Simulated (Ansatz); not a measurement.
# KSrCl3 (model cell, started as cubic perovskite with Sr in the octahedra): phonons and vibrational spectra, part 2 of 2

Aim: the vibrations of KSrCl3 (model cell, started as cubic perovskite with Sr in the octahedra), their spectra, and whether the structure is stable.

Ansatz 0.2.0; DFT PBEsol, scalar-relativistic, plane waves, PAW; PAW set soft_1.

So far. Step 4 (Relaxing to small forces for the phonons): The forces vanish by symmetry and the pressure is 0.001 GPa, within the tolerances set. The cell now holds 34.83 Å³/atom. The relaxed cell has a = 5.585 Å (conventional setting).

The structure was built from a prototype and need not be the compound's stable phase.

**5. Linear response at the zone centre**

The zone centre comes first: it holds the modes that light can see, as far as symmetry allows. The response to a homogeneous field gives the Born charges and the dielectric tensor.

Input file input.yaml:

```yaml
crystal:
  lattice:
    - [5.5845481721, 0.0, 0.0]
    - [0.0, 5.5845481721, 0.0]
    - [0.0, 0.0, 5.5845481721]
  atoms:
    - { symbol: K, position: [0.0, 0.0, 0.0] }
    - { symbol: Sr, position: [0.5, 0.5, 0.5] }
    - { symbol: Cl, position: [0.5, 0.5, 0.0] }
    - { symbol: Cl, position: [0.5, 0.0, 0.5] }
    - { symbol: Cl, position: [0.0, 0.5, 0.5] }
kpoints:
  mp_grid: { grid: [4, 4, 4] }
hamiltonian:
  xc: pbesol
  pseudopotentials: { kind: paw, azcp: { folder: soft_1 }, xc_functional: pbe }
scf:
  occupations: { method: fixed }
output:
  eigenvalues: true
phonons:
  method: dfpt
  dielectric: true
  rigid_motions: translations
```

Run with:

```
$ ansatz run input.yaml --threads 4 --pin off --max-ram 16384MiB --backend cpu --events-out ev --progress --plain --runs-dir out
```

Numbers of over 12 decimals in the logs are rounded to 6 here.

Log:

```text
[...]
Crystal: 5 atoms, lattice volume = 174.166 Å³
Basis set: ecut = 420 eV, 3407 PW (Γ), exchange–correlation on 80×80×80 points (8 copies of the dense FFT grid, shifted against one another)
Bands: 25, of which v1, the nominal top of the filled ones, is band 20 counted from 1 (19 counted from 0)
Symmetry: 48 space group operations
k-points: 30 of 64 (irreducible under 2 space group operations, time reversal used)
[...]
SCF iter   1: F=—  HF=-8203.793619 eV  |F-HF|=—  |Δ(HF+E_count)|=         —  Δρ=4.09e-2  dr2=5.36e0  ethr=3.10e-3  ⟨swp⟩=7.5  Hψ=4189  notcnv=0  defer=72
[...]
SCF iter  10: F=-8201.583228 eV  HF=-8201.583228 eV  |F-HF|=1.09e-11  |Δ(HF+E_count)|=  9.82e-10  Δρ=1.04e-7  dr2=1.23e-11  ethr=1.00e-12  ⟨swp⟩=20.9  Hψ=7154  notcnv=0
SCF 1 converged in 10 iterations: F = -8201.583228 eV  dr2 = 1.23e-11
[...]
DFPT response loops at Γ: preconditioner auto → none (the input reference at scf.mixing.eps_inf says where Resta's filter doesn't serve); β = 0.50; Broyden in place of MSR1
── the response to a field inside a basis, on 4×4×4 k-points: an SCF that follows is theirs, and a resumed run solves both again ──
Bands: 21, of which v1, the nominal top of the filled ones, is band 20 counted from 1 (19 counted from 0)
k-points: 4 of 64
[...]
Eigensolver: Dense (4 Hₖ)
SCF iter   1: F=—  HF=-8201.575177 eV  |F-HF|=—  |Δ(HF+E_count)|=         —  Δρ=8.73e-5  dr2=2.50e-6  ethr=1.00e-1
[...]
SCF iter   3: F=-8201.575181 eV  HF=-8201.575181 eV  |F-HF|=1.13e-9  |Δ(HF+E_count)|=   1.13e-6  Δρ=1.41e-6  dr2=2.67e-9  ethr=1.81e-9
SCF 1 converged in 3 iterations: F = -8201.575181 eV  dr2 = 2.67e-9
[...]
SCF converged after 10 iterations
Free energy (F): -8201.583228 eV
[...]
Internal energy: -8201.583228 eV  (E = F + TS)
E sigma→0 (E₀):  -8201.583228 eV
Fermi energy:    0.787138 eV
[...]
--- Band table (eV; the first three rows and the last of 30) ---
  k-point 0: bands = [... 16 lower, 0.3464, 0.5739, 0.5739, 0.5739, 5.2478, 6.7541, 6.7541, 6.7541, ... 1 higher]
  k-point 1: bands = [... 16 lower, 0.2406, 0.2926, 0.5271, 0.5271, 5.8088, 6.8608, 7.2702, 7.2702, ... 1 higher]
  k-point 2: bands = [... 16 lower, 0.0628, 0.2406, 0.5032, 0.5032, 6.9004, 6.9875, 7.1338, 7.9916, ... 1 higher]
  k-point 29: bands = [... 16 lower, -0.5877, 0.7871, 0.7871, 0.7871, 6.8588, 8.0472, 8.0472, 8.0472, ... 1 higher]
--- Phonons (Γ-DFPT): 4 representative perturbations + reference, on 30 of 64 k-points (Σ response iterations 12) ---
  k mesh reduced under 2 symmetry operations, with k and −k counted as one. Each operation leaves every solved perturbation unchanged. A smaller set is not considered because the run solves the response to a homogeneous field
  ASR residual: 6.362e-4 → 0.000e0 eV/Å²; symmetrization residual: 4.677e-6 eV/Å²
  ASR residual per site (eV/Å²): 3.22e-5 6.36e-4 9.31e-5 9.31e-5 9.31e-5
  Γ frequencies (cm⁻¹): -65.77 -65.77 -65.77 -33.53 -33.53 -33.53 0.00 0.00 0.00 76.00 76.00 76.00 250.15 250.15 250.15
  ε∞ (high-frequency dielectric tensor):
        2.457674    -0.000000     0.000000
       -0.000000     2.457674     0.000000
        0.000000     0.000000     2.457674
  softest optical mode at Γ: -65.77 cm⁻¹; the repairs (sum rule, projections) moved no ω² at Γ by more than (1.59 cm⁻¹)²
  Born effective charges Z* (e; rows j = field, columns β = displacement):
    site 0:
         1.27093    0.00000    0.00000
         0.00000    1.27093    0.00000
         0.00000    0.00000    1.27093
    site 1:
         2.38209    0.00000    0.00000
         0.00000    2.38209    0.00000
         0.00000    0.00000    2.38209
    site 2:
        -0.86625    0.00000   -0.00000
        -0.00000   -0.86625    0.00000
        -0.00000    0.00000   -1.92051
    site 3:
        -0.86625    0.00000    0.00000
         0.00000   -1.92051    0.00000
         0.00000    0.00000   -0.86625
    site 4:
        -1.92051   -0.00000   -0.00000
         0.00000   -0.86625    0.00000
         0.00000    0.00000   -0.86625
  Z* charge neutrality: 1.550e-2 e pre-enforcement
  solved inside a basis spanned on kpoints, on 4×4×4 k-points, its susceptibility summed on 8×8×8: ε∞ is read to err by 6.0e-3, Z* by 1.8e-2 e (field_mesh: kpoints solves on kpoints); Z* is corrected for what the basis lacks
  optical modes at Γ without the LO–TO term, one row a degenerate level:
      ω (cm⁻¹)  modes    IR ((D/Å)²/amu)
        -65.77      3             6.0053
        -33.53      3             0.0000
         76.00      3             0.8898
        250.15      3            10.5778
  optical modes at Γ + LO–TO along q̂ = [1.0000, 0.0000, 0.0000]:
      ω (cm⁻¹)  modes    IR ((D/Å)²/amu)
        -65.77      2             4.0035
        -33.53      3             0.0000
         41.36      1             0.5456
         76.00      2             0.5932
         92.10      1             0.7472
        250.15      2             7.0519
        287.84      1             4.5315
  optical modes at Γ + LO–TO along q̂ = [0.0000, 1.0000, 0.0000]:
      ω (cm⁻¹)  modes    IR ((D/Å)²/amu)
        -65.77      2             4.0035
        -33.53      3             0.0000
         41.36      1             0.5456
         76.00      2             0.5932
         92.10      1             0.7472
        250.15      2             7.0519
        287.84      1             4.5315
  optical modes at Γ + LO–TO along q̂ = [0.0000, 0.0000, 1.0000]:
      ω (cm⁻¹)  modes    IR ((D/Å)²/amu)
        -65.77      2             4.0035
        -33.53      3             0.0000
         41.36      1             0.5456
         76.00      2             0.5932
         92.10      1             0.7472
        250.15      2             7.0519
        287.84      1             4.5315
```

Elapsed: 31 s, on 4 threads of Arm Neoverse V1, shared host; peak memory 0.89 GiB; 1.9 min of CPU time.

This step gave:

```
sum-rule residual before enforcement                    : 6.36e-4 eV/Å²
miss of the charge sum rule                             : 0.01550 e
estimated error of the dielectric tensor                : 0.005998
estimated error of the Born charges                     : 0.01769 e
point group                                             : m-3m
highest optical mode at the zone centre (no LO-TO term) : 250.2 cm⁻¹
lowest optical zone-centre mode                         : -65.77 cm⁻¹
mean high-frequency dielectric constant                 : 2.458
largest Born charge (third of the trace)                : 2.382 e
top of the zone-centre spectrum with the field          : 287.8 cm⁻¹
```

Without the LO-TO term. Patterns of degenerate modes are one choice out of their space. The modes at Γ (shares of kinetic energy by element, %) (negative means imaginary):

| mode | frequency (cm⁻¹) | symmetry | K % | Sr % | Cl % |
| --- | --- | --- | --- | --- | --- |
| 1 | -65.8 | T1u | 68 | 0 | 32 |
| 2 | -65.8 | T1u | 68 | 0 | 32 |
| 3 | -65.8 | T1u | 68 | 0 | 32 |
| 4 | -33.5 | T2u | 0 | 0 | 100 |
| 5 | -33.5 | T2u | 0 | 0 | 100 |
| 6 | -33.5 | T2u | 0 | 0 | 100 |
| 7 | 0.0 | acoustic | 17 | 38 | 46 |
| 8 | 0.0 | acoustic | 17 | 38 | 46 |
| 9 | 0.0 | acoustic | 17 | 38 | 46 |
| 10 | 76.0 | T1u | 15 | 39 | 45 |
| 11 | 76.0 | T1u | 15 | 39 | 45 |
| 12 | 76.0 | T1u | 15 | 39 | 45 |
| 13 | 250.2 | T1u | 0 | 23 | 77 |
| 14 | 250.2 | T1u | 0 | 23 | 77 |
| 15 | 250.2 | T1u | 0 | 23 | 77 |

Displacements in mode 1 (-65.8 cm⁻¹), the largest set to 1:
```
K1   0.23  1.00 -0.21
Sr2  0.00 -0.01  0.00
Cl3 -0.12 -0.51  0.01
Cl4 -0.12 -0.06  0.11
Cl5 -0.01 -0.51  0.11
```

Displacements in mode 14 (250.2 cm⁻¹), the largest set to 1:
```
K1   0.00  0.00 -0.01
Sr2  0.00 -0.10 -0.35
Cl3  0.00 -0.02  1.00
Cl4  0.00  0.30 -0.06
Cl5  0.00 -0.02 -0.06
```

Optical modes at the zone centre, without and with the macroscopic field of the longitudinal modes; each column is sorted by frequency, so a row need not hold one and the same mode. Modes with and without the field, by row:

| rank among optical modes | no field (cm⁻¹) | q along (1, 0, 0) (cm⁻¹) |
| --- | --- | --- |
| 1 | -65.8 | -65.8 |
| 2 | -65.8 | -65.8 |
| 3 | -65.8 | -33.5 |
| 4 | -33.5 | -33.5 |
| 5 | -33.5 | -33.5 |
| 6 | -33.5 | 41.4 |
| 7 | 76 | 76 |
| 8 | 76 | 76 |
| 9 | 76 | 92.1 |
| 10 | 250.2 | 250.2 |
| 11 | 250.2 | 250.2 |
| 12 | 250.2 | 287.8 |

Born charge (rows field, columns displacement) (e), principal values of the symmetric part by kind of site:

| atom | atoms with these values | low | middle | high | mean |
| --- | --- | --- | --- | --- | --- |
| K1 | 1 | 1.27 | 1.27 | 1.27 | 1.27 |
| Sr2 | 1 | 2.38 | 2.38 | 2.38 | 2.38 |
| Cl3 | 3 | -1.92 | -0.87 | -0.87 | -1.22 |

In full for Cl3:

```
-0.87  0.00  0.00
 0.00 -0.87  0.00
 0.00  0.00 -1.92
```

High-frequency dielectric tensor:

```
2.46 0.00 0.00
0.00 2.46 0.00
0.00 0.00 2.46
```

Transverse modes; imaginary modes are left out. Infrared lines, with heights relative to the strongest:

| position (cm⁻¹) | label | relative intensity |
| --- | --- | --- |
| 76 | T1u | 8.4 |
| 250 | T1u | 100 |

Before it was imposed, the acoustic sum rule was missed by 6.4e-4 eV/Å² and the charge sum rule by 0.016 e. Small misses are needed for a sound result but don't prove that mesh and cutoff are converged. The lowest optical mode is imaginary, 65.8i cm⁻¹, so the energy falls along it.

**6. The dispersion**

Stability and thermal properties need the whole zone. Linear response on a 2×2×2 q mesh gives force constants as far as a supercell of that size would, and the tensors from the zone-centre run are typed in so that the long-range dipole term is interpolated apart.

input.yaml, the sections that differ from step 5:

```yaml
phonons:
  method: dfpt
  qmesh: [2, 2, 2]
  temperatures: { t_max: 1000, t_step: 50 }
  qpath:
    path:
      - [[0.0, 0.0, 0.0], [0.0, 0.5, 0.0], [0.5, 0.5, 0.0], [0.0, 0.0, 0.0], [0.5, 0.5, 0.5], [0.0, 0.5, 0.0]]
      - [[0.5, 0.5, 0.5], [0.5, 0.5, 0.0]]
    npoints: 10
  non_analytic_term:
    high_frequency_dielectric_tensor: [[2.4577, 0.0, 0.0], [0.0, 2.4577, 0.0], [0.0, 0.0, 2.4577]]
    born_effective_charges:
      - { species: K, tensor: [[1.2709, 0.0, 0.0], [0.0, 1.2709, 0.0], [0.0, 0.0, 1.2709]] }
      - { species: Sr, tensor: [[2.3821, 0.0, 0.0], [0.0, 2.3821, 0.0], [0.0, 0.0, 2.3821]] }
      - { species: Cl, tensor: [[-0.8663, 0.0, 0.0], [0.0, -0.8663, 0.0], [0.0, 0.0, -1.9205]] }
      - { species: Cl, tensor: [[-0.8663, 0.0, 0.0], [0.0, -1.9205, 0.0], [0.0, 0.0, -0.8663]] }
      - { species: Cl, tensor: [[-1.9205, 0.0, 0.0], [0.0, -0.8663, 0.0], [0.0, 0.0, -0.8663]] }
    source: "zone-centre run at this cell"
# crystal, kpoints, hamiltonian, scf, output: as in step 5
```

Log:

```text
[...]
Crystal: 5 atoms, lattice volume = 174.166 Å³
Basis set: ecut = 420 eV, 3407 PW (Γ), exchange–correlation on 80×80×80 points (8 copies of the dense FFT grid, shifted against one another)
Bands: 25, of which v1, the nominal top of the filled ones, is band 20 counted from 1 (19 counted from 0)
Symmetry: 48 space group operations
k-points: 10 of 64
[...]
SCF iter   1: F=—  HF=-8203.793689 eV  |F-HF|=—  |Δ(HF+E_count)|=         —  Δρ=4.10e-2  dr2=5.37e0  ethr=3.10e-3  ⟨swp⟩=7.4  Hψ=1366  notcnv=0  defer=24
[...]
SCF iter  11: F=-8201.583228 eV  HF=-8201.583228 eV  |F-HF|=0.00e0  |Δ(HF+E_count)|=  1.64e-11  Δρ=2.86e-8  dr2=1.38e-12  ethr=1.00e-12  ⟨swp⟩=18.7  Hψ=2222  notcnv=0
SCF 1 converged in 11 iterations: F = -8201.583228 eV  dr2 = 1.38e-12
[...]
NSCF: frozen V_eff on 10 k-points
[...]
DFPT response loops at q = (0, 0, 0) (fractional): preconditioner auto → none (the input reference at scf.mixing.eps_inf says where Resta's filter doesn't serve); β = 0.50; Broyden in place of MSR1
[...]
SCF converged after 11 iterations
Free energy (F): -8201.583228 eV
[...]
Internal energy: -8201.583228 eV  (E = F + TS)
E sigma→0 (E₀):  -8201.583228 eV
Fermi energy:    0.787137 eV
[...]
--- Band table (eV; the first three rows and the last of 10) ---
  k-point 0: bands = [... 16 lower, 0.3464, 0.5739, 0.5739, 0.5739, 5.2478, 6.7541, 6.7541, 6.7541, ... 1 higher]
  k-point 1: bands = [... 16 lower, 0.2406, 0.2926, 0.5271, 0.5271, 5.8089, 6.8608, 7.2702, 7.2702, ... 1 higher]
  k-point 2: bands = [... 16 lower, 0.0628, 0.2406, 0.5032, 0.5032, 6.9004, 6.9875, 7.1338, 7.9916, ... 1 higher]
  k-point 9: bands = [... 16 lower, -0.5877, 0.7871, 0.7871, 0.7871, 6.8588, 8.0472, 8.0472, 8.0472, ... 1 higher]
--- Phonons (Γ-DFPT): 4 representative perturbations + reference (Σ response iterations 12) ---
  ASR residual: 1.259e-4 → 0.000e0 eV/Å²; symmetrization residual: 5.217e-6 eV/Å²
  ASR residual per site (eV/Å²): 2.34e-5 1.26e-4 2.29e-5 2.29e-5 2.29e-5
[...]
--- Phonons (arbitrary-q DFPT): 4 irreducible q on the 2×2×2 mesh ---
  q = [0.0000, 0.0000, 0.0000] (star 1, of the zone-centre solve; hermiticity 1.66e-6, symmetrization 4.99e-13): -65.77 -65.77 -65.77 -33.53 -33.53 -33.53 -0.00 -0.00 -0.00 76.00 76.00 76.00 250.15 250.15 250.15
  q = [0.0000, 0.0000, -0.5000] (star 3, 9 solved perturbations in 216 linear systems a pass and spin channel, the states on 27 of 64 k-point pairs; hermiticity 9.23e-7, symmetrization 2.88e-13): -58.99 -58.99 -31.99 -31.99 -21.46 47.23 47.23 56.59 61.09 61.09 67.34 165.97 249.88 249.88 259.38
[...]
sum rule: each row above includes the acoustic sum rule's correction from the zone centre's row sums; it moved no ω² by more than (0.63 cm⁻¹)²
  mesh force constants: q→R imaginary residual 4.26e-18; ASR residual 1.259e-4 → 0.000e0 eV/Å²; symmetrization residual 4.441e-15 eV/Å²
  interpolated dispersion: 63 rows × 15 modes
  density of states and harmonic sums: on the 12×12×12 q-mesh, interpolated from the force constants of a 2×2×2 supercell (with the dipole–dipole term of supplied tensors)
  largest difference from the sums on the solved wave vectors: F 5.40e-2 eV, S 6.03e-5 and C_V 1.95e-5 eV/K
  zero-point energy: 0.082370 eV/cell   skipped modes (ω ≤ 0): 447, of them read as no rigid motion or as one in doubt: 444 (5.322e0 modes/cell left out, lowest -67.19 cm⁻¹)   left out of the sums: 3.55e-1 of the cell's modes: C_V's classical limit lies that fraction below 3 k_B per atom; for a crystal, a wire or a layer, F and S can be off by more, and a phonons.interpolated_qmesh denser along its periods is the remedy for the sampling
```

Elapsed: 76 s, on 4 threads; peak memory 0.76 GiB; 4.8 min of CPU time.

This step gave:

| Item | Value |
| --- | --- |
| sum-rule residual before enforcement | 1.26e-4 eV/Å² |
| lowest frequency on the path | -67.20 cm⁻¹ |
| highest frequency on the path or at a solved wavevector | 287.8 cm⁻¹ |
| lowest mode on the q mesh (acoustic modes at Γ apart) | -66.73 cm⁻¹ |

Frequencies (cm⁻¹) solved at each irreducible wavevector; negative means imaginary. Frequencies by wavevector, by row:

| q in reciprocal lattice units | star | mode 1 | mode 2 | mode 3 | mode 4 | mode 13 | mode 14 | mode 15 |
| --- | --- | --- | --- | --- | --- | --- | --- | --- |
| 0 0 0 | 1 | -65.8 | -65.8 | -65.8 | -33.5 | 250.2 | 250.2 | 250.2 |
| 0 0 -0.5 | 3 | -59 | -59 | -32 | -32 | 249.9 | 249.9 | 259.4 |
| 0 -0.5 -0.5 | 3 | -66.4 | -64.5 | -64.5 | -42.7 | 229.5 | 249.6 | 266 |
| -0.5 -0.5 -0.5 | 1 | -66.7 | -66.7 | -66.7 | -62.7 | 229.2 | 229.2 | 271.8 |

Interpolated from a 2×2×2 q mesh, with the LO-TO term (at Γ the limit along the path; where Γ stands inside the path, tables give the limit on arrival). Phonon branches along the path, in cm⁻¹:

| point | branch 1 | branch 2 | branch 3 | branch 4 | branch 12 | branch 13 | branch 14 | branch 15 |
| --- | --- | --- | --- | --- | --- | --- | --- | --- |
| Γ | -66 | -66 | -34 | -34 | 92 | 250 | 250 | 288 |
| halfway | -63 | -63 | -30 | -30 | 124 | 250 | 250 | 277 |
| X | -59 | -59 | -32 | -32 | 166 | 250 | 250 | 259 |
| halfway | -65 | -53 | -51 | -51 | 164 | 237 | 250 | 268 |
| M | -66 | -64 | -64 | -43 | 163 | 230 | 250 | 266 |
| halfway | -66 | -59 | -46 | -39 | 124 | 241 | 250 | 277 |
| Γ | -66 | -66 | -34 | -34 | 92 | 250 | 250 | 288 |
| halfway | -63 | -63 | -50 | -38 | 125 | 241 | 241 | 278 |
| R | -67 | -67 | -67 | -63 | 158 | 229 | 229 | 272 |
| halfway | -63 | -60 | -56 | -53 | 162 | 235 | 242 | 273 |
| X | -59 | -59 | -32 | -32 | 166 | 250 | 250 | 259 |
| jump to R | -67 | -67 | -67 | -63 | 158 | 229 | 229 | 272 |
| halfway | -67 | -64 | -64 | -55 | 161 | 229 | 239 | 272 |
| M | -66 | -64 | -64 | -43 | 163 | 230 | 250 | 266 |

Tetrahedra on a 12×12×12 mesh, mean over bins of 5 cm-1. Interpolated from a 2×2×2 q mesh. Phonon density of states against wavenumber; read off at these points:

| wavenumber (cm⁻¹) | phonon density of states (1/cm⁻¹/cell) |
| --- | --- |
| -68 | 0.0845 |
| -62 | 0.249 |
| -52 | 0.0938 |
| -32 | 0.0751 |
| -28 | 0.0888 |
| -18 | 0.0174 |
| 2 | 0.00829 |
| 18 | 0.0126 |
| 32 | 0.0298 |
| 52 | 0.0522 |
| 68 | 0.0976 |
| 72 | 0.108 |
| 82 | 0.0862 |
| 102 | 0.0211 |
| 118 | 0.0249 |
| 138 | 0.0256 |
| 152 | 0.0347 |
| 168 | 7.6e-4 |
| 188 | 0 |
| 202 | 0 |
| 218 | 0 |
| 238 | 0.0731 |
| 248 | 0.165 |
| 252 | 0.00624 |
| 272 | 0.103 |
| 288 | 0.00219 |

The partial phonon density of states has structure finer than the step of the table below, so its rows give means over 20 cm⁻¹, whole bins alone (the curve runs from -77 to 305 cm⁻¹). Peaks (cm⁻¹: height): Cl -62.6: 0.103, -29.0: 0.0700, 76.7: 0.0707, 247.2: 0.0957, 271.3: 0.0745; K -62.6: 0.121, 50.3: 0.0185; Sr 74.3: 0.0270, 98.3: 0.0285, 127.1: 0.0401, 148.8: 0.0536, 160.8: 0.0603, 247.2: 0.0254, 273.7: 0.00819.

Phonopy on the run's constants, 11x11x11 mesh, Gaussian sigma 2.7 cm-1. Interpolated from a 2×2×2 q mesh. Partial phonon density of states against wavenumber; means over each step; values in 1/cm⁻¹/cell:

| wavenumber (cm⁻¹) | Cl | K | Sr |
| --- | --- | --- | --- |
| -60 | 0.0726 | 0.0750 | 1.6e-4 |
| -40 | 0.0578 | 0.0171 | 6.3e-4 |
| -20 | 0.0314 | 0.00426 | 9.4e-4 |
| 0 | 0.00283 | 6.5e-4 | 3.0e-4 |
| 20 | 0.0134 | 0.00623 | 0.00242 |
| 40 | 0.0167 | 0.0123 | 0.00452 |
| 60 | 0.0397 | 0.0160 | 0.0163 |
| 80 | 0.0606 | 0.0119 | 0.0170 |
| 100 | 0.0138 | 0.00276 | 0.0168 |
| 120 | 0.00542 | 8.7e-4 | 0.0182 |
| 140 | 0.00340 | 6.3e-4 | 0.0198 |
| 160 | 0.00231 | 8.0e-4 | 0.0313 |
| 180 | 7.3e-6 | 1.8e-6 | 1.0e-4 |
| 200 | 0 | 0 | 0 |
| 220 | 0.00484 | 0 | 1.8e-4 |
| 240 | 0.0693 | 7.9e-6 | 0.0125 |
| 260 | 0.0237 | 8.2e-5 | 0.00413 |
| 280 | 0.0304 | 2.4e-4 | 0.00457 |

Symmetry leaves 4 wavevectors to solve. The lowest mode among them, the acoustic zeros apart, lies at q = (-0.5, -0.5, -0.5) and is imaginary, 66.7i cm⁻¹, so the energy falls along it.

**7. What came out**

| Item | Value |
| --- | --- |
| space group after relaxation (within 0.01 Å) | Pm-3m |
| volume per atom | 34.8 Å³ |
| gap on the k-mesh | 4.46 eV |
| highest optical mode at the zone centre (no LO-TO term) | 250 cm⁻¹ |
| top of the zone-centre spectrum with the field | 288 cm⁻¹ |
| lowest optical zone-centre mode | -65.8 cm⁻¹ |
| mean high-frequency dielectric constant | 2.46 |
| largest Born charge (third of the trace) | 2.38 e |
| lowest mode on the q mesh (acoustic modes at Γ apart) | -66.7 cm⁻¹ |
| highest frequency on the path or at a solved wavevector | 288 cm⁻¹ |
| imaginary modes on the 2×2×2 q mesh | yes |

In words: Modes are clearly imaginary (beyond 10i cm⁻¹) at 4 of the 4 irreducible wavevectors, most at q = (-0.5, -0.5, -0.5) (66.7i cm⁻¹), so this structure is not a minimum of the energy. Without the field, the optical modes at Γ span -66 to 250 cm⁻¹ (negative means imaginary). The highest mode in this list at Γ, 250.2 cm⁻¹, is mostly motion of Cl (77 % of the kinetic energy). With the macroscopic field of the longitudinal modes the top of the zone-centre spectrum lies at 288 cm⁻¹, against 250 cm⁻¹ without it. Among the real modes, the strongest infrared line is at 250 cm⁻¹. The PAW files were made for PBE and serve the other functionals too. The starting cell was built on a prototype and not taken from a measurement, so the phase need not exist. These are harmonic frequencies at zero temperature: anharmonic shifts, linewidths and thermal expansion are left out.

[Logs are printed without paths, hosts, clocks, repeated set-up lines and the standing remarks that a program may print on its own settings, such as how far it seeks lower states.]

[Hosts, paths, dates, database ids (printed as entryN), source tags and the programs' standing remarks are cut or masked in the printed files.]
